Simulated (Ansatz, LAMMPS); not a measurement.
# Squeezing and shearing glassy 74SiO2-15ZnO-11Na2O (mol %) (77 atoms), part 3 of 3

Aim: relax glassy 74SiO2-15ZnO-11Na2O (mol %) (77 atoms), then change its volume and shape to read moduli from the stress.

Ansatz 0.2.0; Kohn-Sham DFT, RPBE, PAW (set soft_2), plane waves.

The cell: 20 Si, 4 Zn, 6 Na and 47 O. The quench rate of 50 K/ps is orders of magnitude faster than experiment. The starting topology of bonds comes from the classical model. The Brillouin zone is sampled at Γ only.

So far. Step 7 (Volume -6 %): The relaxation converged after 11 steps, 1.26 eV below its start, with a largest force component of 0.048 eV/Å. Step 7 (Volume -6 %): Volume -6 %: the energy stands 0.640 eV above that of the reference, at a pressure of 3.15 GPa.

## Step 8: Volume +6 %

The relaxed cell is scaled to another volume.

input.yaml

```yaml
crystal:
  lattice:
    - [10.86646, 0.23396, 0.03316]
    - [0.23396, 10.35751, 0.25811]
    - [0.03316, 0.25811, 10.27403]
  atoms:
    [... the 77 atom lines of step 4 ...]
kpoints:
  mp_grid: { grid: [1, 1, 1] }
hamiltonian:
  xc: rpbe
scf:
  occupations: { method: fixed }
output:
  forces: true
  eigenvalues: true
  stress: true
relax:
  f_tol: 0.05
  max_steps: 70
```

Started as:

```sh
> ansatz run input.yaml --threads 4 --pin off --max-ram 8192MiB --backend cpu --events-out ev --progress --plain --runs-dir out
```

Numbers of over 12 decimals in the logs are rounded to 6 here.

Log:

```text
[...]
Crystal: 77 atoms, lattice volume = 1155.043 Å³
Basis set: ecut = 420 eV, 22595 PW (Γ), exchange–correlation on 150×144×144 points (8 copies of the dense FFT grid, shifted against one another)
Bands: 309, of which v1, the nominal top of the filled ones, is band 232 counted from 1 (231 counted from 0)
Symmetry: 1 space group operations
[...]
k-points: 1
[...]
SCF iter   1: F=—  HF=-61835.862185 eV  |F-HF|=—  |Δ(HF+E_count)|=         —  Δρ=3.95e-3  dr2=1.91e-1  ethr=1.77e-3  ⟨swp⟩=4.0  Hψ=1181  notcnv=0  defer=74
[...]
SCF iter   6: F=—  HF=-61835.829145 eV  |F-HF|=—  |Δ(HF+E_count)|=   1.75e-4  Δρ=5.82e-5  dr2=3.58e-5  ethr=4.82e-8  ⟨swp⟩=2.0  Hψ=466  notcnv=0  defer=75
SCF iter   7: F=-61835.829160 eV  HF=-61835.829160 eV  |F-HF|=7.35e-7  |Δ(HF+E_count)|=   1.49e-5  Δρ=2.10e-5  dr2=4.71e-6  ethr=7.73e-9  ⟨swp⟩=15.0  Hψ=1731  notcnv=0
SCF 1 converged in 7 iterations: F = -61835.829160 eV  dr2 = 4.71e-6
[...]
relax step   1: F+E_penalty+E_count = -61835.82916035 eV  Δ(F+E_penalty+E_count) = +0.000e0 eV  max|allowed force component| = 8.581e-1 eV/Å  Δτ_max = 0.0000 Å  (7 SCF iters, dr2 threshold 6.25e-5 eV, accepted)
[...]
relax step   2: F+E_penalty+E_count = -61836.34992295 eV  Δ(F+E_penalty+E_count) = -5.208e-1 eV  max|allowed force component| = 4.827e-1 eV/Å  Δτ_max = 0.0777 Å  (6 SCF iters, dr2 threshold 4.60e-5 eV, accepted)
[...]
relax step   3: F+E_penalty+E_count = -61836.68892745 eV  Δ(F+E_penalty+E_count) = -3.390e-1 eV  max|allowed force component| = 2.791e-1 eV/Å  Δτ_max = 0.1011 Å  (8 SCF iters, dr2 threshold 1.46e-5 eV, accepted)
relax step   4: F+E_penalty+E_count = -61836.69094063 eV  Δ(F+E_penalty+E_count) = -2.013e-3 eV  max|allowed force component| = 4.368e-1 eV/Å  Δτ_max = 0.2000 Å  (7 SCF iters, dr2 threshold 2.47e-5 eV, accepted)
relax step   5: F+E_penalty+E_count = -61836.75307541 eV  Δ(F+E_penalty+E_count) = -6.213e-2 eV  max|allowed force component| = 9.160e-2 eV/Å  Δτ_max = 0.1049 Å  (6 SCF iters, dr2 threshold 6.38e-5 eV, accepted)
relax step   6: F+E_penalty+E_count = -61836.75858313 eV  Δ(F+E_penalty+E_count) = -5.508e-3 eV  max|allowed force component| = 8.399e-2 eV/Å  Δτ_max = 0.0256 Å  (8 SCF iters, accepted)
relax step   7: F+E_penalty+E_count = -61836.75039932 eV  Δ(F+E_penalty+E_count) = +8.184e-3 eV  max|allowed force component| = 2.087e-1 eV/Å  Δτ_max = 0.2000 Å  (10 SCF iters, rejected (line search))
relax step   8: F+E_penalty+E_count = -61836.76916256 eV  Δ(F+E_penalty+E_count) = -1.058e-2 eV  max|allowed force component| = 4.355e-2 eV/Å  Δτ_max = 0.0972 Å  (9 SCF iters, accepted)
[...]
relax step   9: F+E_penalty+E_count = -61836.77164767 eV  Δ(F+E_penalty+E_count) = -2.485e-3 eV  max|allowed force component| = 2.843e-2 eV/Å  Δτ_max = 0.0685 Å  (9 SCF iters, accepted)
SCF converged after 9 iterations
Free energy (F): -61836.771648 eV
[...]
Internal energy: -61836.771648 eV  (E = F + TS)
E sigma→0 (E₀):  -61836.771648 eV
Fermi energy:    2.522966 eV
[...]
Σ components = -61836.771648   (vs F -61836.771648, Δ=0.00e0)
--- Forces (eV/Å), atoms counted from 1 ---
  atom   1  Si    -0.02168745     0.02283317     0.01228564
  atom   2  Si    -0.01833129     0.00577637     0.01894968
  atom   3  Si     0.00792969     0.00244984     0.02496268
  atom   4  Si     0.00451668     0.00070356     0.01944101
[...]
atom  77  O      0.00712891     0.00876069     0.00958359
  max |Σ_I F_I| component: 5.21e-5 eV/Å
--- Stress (GPa, compression-positive) ---
       -2.517311      -0.040905      -0.174179
       -0.040903      -3.295277       0.467004
       -0.174180       0.467002      -2.729539
  P = ⅓ Tr σ = -2.8474 GPa (-28.474 kbar)
--- Band table (eV) ---
[...]
--- Relaxed structure (9 steps of the walk, 8 accepted, 0 SCFs on fresh bases) ---
  F+E_penalty+E_count = -61836.77164767 eV   max|allowed force component| = 2.843e-2 eV/Å
  atoms:
    - { symbol: Si, position: [0.594435, 0.781386, 0.805474] }
    - { symbol: Si, position: [0.827272, 0.112112, 0.332702] }
    - { symbol: Si, position: [0.577437, 0.985403, 0.316351] }
    - { symbol: Si, position: [0.485973, 0.784379, 0.545945] }
[...]
- { symbol: O, position: [0.923653, 0.639044, 0.530026] }
```

Elapsed: 60 s, on 4 threads of Intel Xeon Platinum 8488C (Sapphire Rapids), shared host; peak memory 1.5 GiB.

The relaxation converged after 9 steps, 0.942 eV below its start, with a largest force component of 0.028 eV/Å.

Volume +6 %: the energy stands 0.597 eV above that of the reference, at a pressure of -2.85 GPa.

## Step 9: Volume -10 %

The relaxed cell is scaled to another volume.

Input and log are left out; they have the form of those shown for this kind of step.

Elapsed: 1.7 min, on 4 threads of Intel Xeon Platinum 8488C (Sapphire Rapids), shared host; peak memory 1.4 GiB; 6.1 min of CPU time.

The relaxation converged after 17 steps, 3.91 eV below its start, with a largest force component of 0.037 eV/Å.

Volume -10 %: the energy stands 1.77 eV above that of the reference, at a pressure of 5.22 GPa.

## Step 10: Stretched by 1 % along x

The relaxed cell is strained along x alone, which gives the stiffness along x and its coupling to y and z.

input.yaml, the sections that differ from step 8:

```yaml
crystal:
  lattice:
    - [10.76401, 0.22946, 0.03252]
    - [0.23175, 10.15828, 0.25315]
    - [0.03285, 0.25315, 10.0764]
  atoms:
    [... the 77 atom lines of step 4 ...]
# kpoints, hamiltonian, scf, output, relax: as in step 8
```

Log:

```text
[...]
Crystal: 77 atoms, lattice volume = 1100.559 Å³
Basis set: ecut = 420 eV, 21491 PW (Γ), exchange–correlation on 144×144×144 points (8 copies of the dense FFT grid, shifted against one another)
Bands: 309, of which v1, the nominal top of the filled ones, is band 232 counted from 1 (231 counted from 0)
Symmetry: 1 space group operations
[...]
k-points: 1
[...]
SCF iter   1: F=—  HF=-61837.308050 eV  |F-HF|=—  |Δ(HF+E_count)|=         —  Δρ=4.04e-3  dr2=1.85e-1  ethr=1.77e-3  ⟨swp⟩=4.0  Hψ=1181  notcnv=0  defer=74
[...]
SCF iter   6: F=—  HF=-61837.279162 eV  |F-HF|=—  |Δ(HF+E_count)|=   1.87e-4  Δρ=5.93e-5  dr2=3.45e-5  ethr=4.69e-8  ⟨swp⟩=2.0  Hψ=583  notcnv=0  defer=75
SCF iter   7: F=-61837.279174 eV  HF=-61837.279174 eV  |F-HF|=3.50e-7  |Δ(HF+E_count)|=   1.20e-5  Δρ=2.15e-5  dr2=4.61e-6  ethr=7.44e-9  ⟨swp⟩=14.0  Hψ=1756  notcnv=0
SCF 1 converged in 7 iterations: F = -61837.279174 eV  dr2 = 4.61e-6
[...]
relax step   1: F+E_penalty+E_count = -61837.27917412 eV  Δ(F+E_penalty+E_count) = +0.000e0 eV  max|allowed force component| = 4.706e-1 eV/Å  Δτ_max = 0.0000 Å  (7 SCF iters, dr2 threshold 6.25e-5 eV, accepted)
[...]
relax step   2: F+E_penalty+E_count = -61837.31396453 eV  Δ(F+E_penalty+E_count) = -3.479e-2 eV  max|allowed force component| = 2.729e-1 eV/Å  Δτ_max = 0.0248 Å  (6 SCF iters, dr2 threshold 1.38e-5 eV, accepted)
[...]
relax step   3: F+E_penalty+E_count = -61837.33677685 eV  Δ(F+E_penalty+E_count) = -2.281e-2 eV  max|allowed force component| = 8.005e-2 eV/Å  Δτ_max = 0.0381 Å  (6 SCF iters, dr2 threshold 4.66e-6 eV, accepted)
[...]
relax step   4: F+E_penalty+E_count = -61837.33951681 eV  Δ(F+E_penalty+E_count) = -2.740e-3 eV  max|allowed force component| = 3.681e-2 eV/Å  Δτ_max = 0.0223 Å  (8 SCF iters, accepted)
SCF converged after 8 iterations
Free energy (F): -61837.339517 eV
[...]
Internal energy: -61837.339517 eV  (E = F + TS)
E sigma→0 (E₀):  -61837.339517 eV
Fermi energy:    2.972929 eV
[...]
Σ components = -61837.339517   (vs F -61837.339517, Δ=0.00e0)
--- Forces (eV/Å), atoms counted from 1 ---
  atom   1  Si    -0.00603689     0.00554542    -0.00535301
  atom   2  Si    -0.01443095     0.00979137     0.00396590
  atom   3  Si    -0.00829750    -0.00737636     0.00421283
  atom   4  Si    -0.01509504     0.00153125     0.00819445
[...]
atom  77  O     -0.00065472     0.00939248     0.00300771
  max |Σ_I F_I| component: 1.52e-4 eV/Å
--- Stress (GPa, compression-positive) ---
       -0.865745      -0.013403      -0.053812
       -0.013402      -0.377404       0.055293
       -0.053813       0.055291      -0.288567
  P = ⅓ Tr σ = -0.5106 GPa (-5.106 kbar)
--- Band table (eV) ---
[...]
--- Relaxed structure (4 steps of the walk, 4 accepted, 0 SCFs on fresh bases) ---
  F+E_penalty+E_count = -61837.33951681 eV   max|allowed force component| = 3.681e-2 eV/Å
  atoms:
    - { symbol: Si, position: [0.597508, 0.781682, 0.807150] }
    - { symbol: Si, position: [0.823137, 0.111665, 0.339535] }
    - { symbol: Si, position: [0.574774, 0.983909, 0.316853] }
    - { symbol: Si, position: [0.483291, 0.783110, 0.548416] }
[...]
- { symbol: O, position: [0.925003, 0.642103, 0.534653] }
```

It took 24 s on 4 threads; peak memory 1.4 GiB.

The relaxation converged after 4 steps, 0.0603 eV below its start, with a largest force component of 0.037 eV/Å.

Stretched by 1 % along x: the energy stands 0.0290 eV above that of the reference, at a pressure of -0.511 GPa.

## Step 11: Compressed by 1 % along x

The relaxed cell is strained along x alone, which gives the stiffness along x and its coupling to y and z.

input.yaml, the sections that differ from step 10:

```yaml
crystal:
  lattice:
    - [10.55087, 0.22946, 0.03252]
    - [0.22717, 10.15828, 0.25315]
    - [0.03219, 0.25315, 10.0764]
  atoms:
    [... the 77 atom lines of step 4 ...]
# kpoints, hamiltonian, scf, output, relax: as in step 10
```

Log:

```text
[...]
Crystal: 77 atoms, lattice volume = 1078.767 Å³
Basis set: ecut = 420 eV, 21095 PW (Γ), exchange–correlation on 144×144×144 points (8 copies of the dense FFT grid, shifted against one another)
Bands: 309, of which v1, the nominal top of the filled ones, is band 232 counted from 1 (231 counted from 0)
Symmetry: 1 space group operations
[...]
k-points: 1
[...]
SCF iter   1: F=—  HF=-61837.306616 eV  |F-HF|=—  |Δ(HF+E_count)|=         —  Δρ=4.09e-3  dr2=1.84e-1  ethr=1.77e-3  ⟨swp⟩=4.0  Hψ=1177  notcnv=0  defer=74
[...]
SCF iter   6: F=—  HF=-61837.279061 eV  |F-HF|=—  |Δ(HF+E_count)|=   1.86e-4  Δρ=5.88e-5  dr2=3.31e-5  ethr=4.67e-8  ⟨swp⟩=2.0  Hψ=466  notcnv=0  defer=75
SCF iter   7: F=-61837.279073 eV  HF=-61837.279073 eV  |F-HF|=9.64e-8  |Δ(HF+E_count)|=   1.13e-5  Δρ=2.17e-5  dr2=4.48e-6  ethr=7.14e-9  ⟨swp⟩=14.0  Hψ=1883  notcnv=0
SCF 1 converged in 7 iterations: F = -61837.279073 eV  dr2 = 4.48e-6
[...]
relax step   1: F+E_penalty+E_count = -61837.27907284 eV  Δ(F+E_penalty+E_count) = +0.000e0 eV  max|allowed force component| = 5.228e-1 eV/Å  Δτ_max = 0.0000 Å  (7 SCF iters, dr2 threshold 6.25e-5 eV, accepted)
[...]
relax step   2: F+E_penalty+E_count = -61837.31590803 eV  Δ(F+E_penalty+E_count) = -3.684e-2 eV  max|allowed force component| = 2.965e-1 eV/Å  Δτ_max = 0.0232 Å  (5 SCF iters, dr2 threshold 1.71e-5 eV, accepted)
[...]
relax step   3: F+E_penalty+E_count = -61837.33996504 eV  Δ(F+E_penalty+E_count) = -2.406e-2 eV  max|allowed force component| = 6.485e-2 eV/Å  Δτ_max = 0.0352 Å  (6 SCF iters, dr2 threshold 5.50e-6 eV, accepted)
relax step   4: F+E_penalty+E_count = -61837.34196660 eV  Δ(F+E_penalty+E_count) = -2.002e-3 eV  max|allowed force component| = 6.125e-2 eV/Å  Δτ_max = 0.0063 Å  (7 SCF iters, accepted)
[...]
relax step   5: F+E_penalty+E_count = -61837.34325824 eV  Δ(F+E_penalty+E_count) = -1.292e-3 eV  max|allowed force component| = 4.298e-2 eV/Å  Δτ_max = 0.0182 Å  (8 SCF iters, accepted)
SCF converged after 8 iterations
Free energy (F): -61837.343258 eV
[...]
Internal energy: -61837.343258 eV  (E = F + TS)
E sigma→0 (E₀):  -61837.343258 eV
Fermi energy:    3.163274 eV
[...]
Σ components = -61837.343258   (vs F -61837.343258, Δ=0.00e0)
--- Forces (eV/Å), atoms counted from 1 ---
  atom   1  Si     0.02056272     0.00686327    -0.00052704
  atom   2  Si     0.00139909    -0.00280003    -0.01475626
  atom   3  Si     0.01006516     0.01402717     0.00428636
  atom   4  Si     0.01017296     0.00562966     0.00002995
[...]
atom  77  O     -0.01201593    -0.00013781     0.00341089
  max |Σ_I F_I| component: 1.07e-4 eV/Å
--- Stress (GPa, compression-positive) ---
        0.845661       0.014020       0.040614
        0.014021       0.367736      -0.019384
        0.040613      -0.019386       0.325799
  P = ⅓ Tr σ = 0.5131 GPa (5.131 kbar)
--- Band table (eV) ---
[...]
--- Relaxed structure (5 steps of the walk, 5 accepted, 0 SCFs on fresh bases) ---
  F+E_penalty+E_count = -61837.34325824 eV   max|allowed force component| = 4.298e-2 eV/Å
  atoms:
    - { symbol: Si, position: [0.597108, 0.783504, 0.805712] }
    - { symbol: Si, position: [0.821524, 0.111315, 0.341035] }
    - { symbol: Si, position: [0.572973, 0.981292, 0.317711] }
    - { symbol: Si, position: [0.481094, 0.782454, 0.548922] }
[...]
- { symbol: O, position: [0.929440, 0.641195, 0.535309] }
```

Elapsed: 28 s, on 4 threads; peak memory 1.4 GiB; 1.7 min of CPU time.

The relaxation converged after 5 steps, 0.0642 eV below its start, with a largest force component of 0.043 eV/Å.

Compressed by 1 % along x: the energy stands 0.0253 eV above that of the reference, at a pressure of 0.513 GPa.

## Step 12: Sheared by 2 % in xy

A shear of the relaxed cell gives the modulus that volume changes can't reach.

input.yaml, the sections that differ from step 11:

```yaml
crystal:
  lattice:
    - [10.65973, 0.33603, 0.03252]
    - [0.33104, 10.16057, 0.25315]
    - [0.03505, 0.25348, 10.0764]
  atoms:
    [... the 77 atom lines of step 4 ...]
# kpoints, hamiltonian, scf, output, relax: as in step 11
```

Log:

```text
[...]
Crystal: 77 atoms, lattice volume = 1089.553 Å³
Basis set: ecut = 420 eV, 21295 PW (Γ), exchange–correlation on 144×144×144 points (8 copies of the dense FFT grid, shifted against one another)
Bands: 309, of which v1, the nominal top of the filled ones, is band 232 counted from 1 (231 counted from 0)
Symmetry: 1 space group operations
[...]
k-points: 1
[...]
SCF iter   1: F=—  HF=-61837.261972 eV  |F-HF|=—  |Δ(HF+E_count)|=         —  Δρ=4.07e-3  dr2=1.86e-1  ethr=1.77e-3  ⟨swp⟩=4.0  Hψ=1177  notcnv=0  defer=74
[...]
SCF iter   7: F=-61837.233428 eV  HF=-61837.233428 eV  |F-HF|=1.13e-7  |Δ(HF+E_count)|=   1.20e-5  Δρ=2.16e-5  dr2=4.51e-6  ethr=7.07e-9  ⟨swp⟩=17.0  Hψ=1764  notcnv=0
SCF 1 converged in 7 iterations: F = -61837.233428 eV  dr2 = 4.51e-6
[...]
relax step   1: F+E_penalty+E_count = -61837.23342816 eV  Δ(F+E_penalty+E_count) = +0.000e0 eV  max|allowed force component| = 6.116e-1 eV/Å  Δτ_max = 0.0000 Å  (7 SCF iters, dr2 threshold 6.25e-5 eV, accepted)
[...]
relax step   2: F+E_penalty+E_count = -61837.28491071 eV  Δ(F+E_penalty+E_count) = -5.148e-2 eV  max|allowed force component| = 3.666e-1 eV/Å  Δτ_max = 0.0189 Å  (5 SCF iters, dr2 threshold 2.34e-5 eV, accepted)
[...]
relax step   3: F+E_penalty+E_count = -61837.31753523 eV  Δ(F+E_penalty+E_count) = -3.262e-2 eV  max|allowed force component| = 6.497e-2 eV/Å  Δτ_max = 0.0281 Å  (6 SCF iters, dr2 threshold 8.40e-6 eV, accepted)
relax step   4: F+E_penalty+E_count = -61837.32020459 eV  Δ(F+E_penalty+E_count) = -2.669e-3 eV  max|allowed force component| = 6.212e-2 eV/Å  Δτ_max = 0.0101 Å  (7 SCF iters, accepted)
relax step   5: F+E_penalty+E_count = -61837.32363167 eV  Δ(F+E_penalty+E_count) = -3.427e-3 eV  max|allowed force component| = 5.215e-2 eV/Å  Δτ_max = 0.0263 Å  (8 SCF iters, accepted)
relax step   6: F+E_penalty+E_count = -61837.32194476 eV  Δ(F+E_penalty+E_count) = +1.687e-3 eV  max|allowed force component| = 1.042e-1 eV/Å  Δτ_max = 0.0943 Å  (9 SCF iters, rejected (line search))
[...]
relax step   7: F+E_penalty+E_count = -61837.32642578 eV  Δ(F+E_penalty+E_count) = -2.794e-3 eV  max|allowed force component| = 3.057e-2 eV/Å  Δτ_max = 0.0459 Å  (8 SCF iters, accepted)
SCF converged after 8 iterations
Free energy (F): -61837.326426 eV
[...]
Internal energy: -61837.326426 eV  (E = F + TS)
E sigma→0 (E₀):  -61837.326426 eV
Fermi energy:    3.065304 eV
[...]
--- Forces (eV/Å), atoms counted from 1 ---
  atom   1  Si    -0.00335107     0.00624185     0.01145566
  atom   2  Si    -0.00244322    -0.00383592    -0.00261202
  atom   3  Si     0.00091919     0.00808337     0.00615659
  atom   4  Si    -0.01006787    -0.00692826    -0.00750175
  atom   5  Si     0.00191066    -0.00264675     0.01724425
  atom   6  Si    -0.01025636    -0.00225920     0.00344963
  atom   7  Si     0.02033787    -0.01341530     0.00913651
  atom   8  Si    -0.01085561     0.00693709    -0.00575874
  atom   9  Si    -0.01550596    -0.01916146    -0.01561554
  atom  10  Si     0.03037151     0.01176346     0.01667728
  atom  11  Si     0.00307094     0.00546357    -0.01009511
  atom  12  Si    -0.02483218     0.02450093     0.01394286
  atom  13  Si    -0.00066139    -0.00192629    -0.00198550
  atom  14  Si    -0.00870038    -0.00325206    -0.01479043
[...]
atom  76  O     -0.00115025     0.00271694    -0.01006636
  atom  77  O     -0.00567097    -0.02180804    -0.00784945
  max |Σ_I F_I| component: 5.44e-5 eV/Å
--- Stress (GPa, compression-positive) ---
       -0.025826      -0.664251      -0.013235
       -0.664250       0.001187       0.086000
       -0.013236       0.085999      -0.010537
  P = ⅓ Tr σ = -0.0117 GPa (-0.117 kbar)
--- Band table (eV) ---
[...]
--- Relaxed structure (7 steps of the walk, 6 accepted, 0 SCFs on fresh bases) ---
  F+E_penalty+E_count = -61837.32642578 eV   max|allowed force component| = 3.057e-2 eV/Å
  atoms:
    - { symbol: Si, position: [0.595890, 0.781400, 0.806304] }
    - { symbol: Si, position: [0.821533, 0.111976, 0.340742] }
    - { symbol: Si, position: [0.574257, 0.983873, 0.318371] }
    - { symbol: Si, position: [0.481923, 0.783310, 0.548125] }
[...]
- { symbol: O, position: [0.928199, 0.642034, 0.532942] }
```

Wall time 41 s (4 threads); peak memory 1.4 GiB.

The relaxation converged after 7 steps, 0.0930 eV below its start, with a largest force component of 0.031 eV/Å.

Sheared by 2 % in xy: the energy stands 0.0421 eV above that of the reference, at a pressure of -0.0117 GPa.

## Step 13: Pressure against volume

Atoms are relaxed at each volume, in the scaled cell.

```
volume change (%)  volume (Å³/atom)  energy change (meV/atom)  pressure (GPa)  largest move on relaxing (Å)  bonds  gap (eV)
              -10            12.736                     23.00            5.22                          0.74    122                3.88
               -6            13.302                      8.31            3.15                          0.32    119                3.78
               -3            13.727                      2.06            1.59                          0.14    116                3.72
               +0            14.151                      0.00            0.00                             -    115                3.66
               +3            14.576                      2.09           -1.51                          0.11    114                3.58
               +6            15.001                      7.75           -2.85                          0.31    114                3.49
```

## Step 14: Uniaxial strain and shear

Stress (GPa, compression positive) less that of the relaxed cell, atoms relaxed:

```
                   strain      xx      yy      zz      xy  energy change (meV/atom)
 stretched by 1 % along x  -0.873  -0.377  -0.290  -0.011                      0.38
compressed by 1 % along x   0.838   0.368   0.325   0.016                      0.33
     sheared by 2 % in xy  -0.033   0.001  -0.012  -0.662                      0.55
```

## Step 15: Findings

The bulk modulus, from the slope of pressure against ln V over the three points nearest the relaxed volume, is 51.7 GPa; between neighbouring points the slope runs 48, 50, 52, 51 and 47 GPa from the smallest volume up, without a steady fall, so no pressure derivative is given. The count of bonds runs from 114 to 122 over the series, so at some points contacts cross the cutoffs. At -10 % some atom moved by over 0.5 Å on relaxing, so that point may sit in another local minimum. The gap goes from 3.88 eV at the smallest volume to 3.49 eV at the largest, -2.3 eV per unit of ln V by a straight line, on the run's k-points. In the Cartesian axes of the cell, finite differences give C11 = 85.6, C12 = 37.3, C13 = 30.7 and C66 = 33.1 GPa (the shear of 2 % is the engineering strain, εxy = 0.01). The mean of C11, C12 and C13, which equals the bulk modulus in a cubic or isotropic solid, is 51.2 GPa: it agrees with the bulk modulus within 10 %. For an isotropic solid C66 would equal (C11 − C12)/2 = 24.2 GPa; so small a sample needn't be isotropic, and C66 rests on one shear. The two differ too much for isotropic moduli to be formed.

Caveats: Strains are finite and relaxations stop at the force tolerance of the input, which can leave moduli too stiff; they are those of a static cell at zero temperature. Volumes are changed with the cell's shape held, so in an anisotropic solid the modulus lies over the one under free hydrostatic load. The program notes that the SCF threshold of the relaxations is loose for the stress.

The DFT runs together took 9.7 min of wall time.

[Logs are printed without paths, hosts, clocks, repeated set-up lines and the standing remarks that a program may print on its own settings, such as how far it seeks lower states.]

[Hosts, paths, dates, database ids (printed as entryN), source tags and the programs' standing remarks are cut or masked in the printed files.]
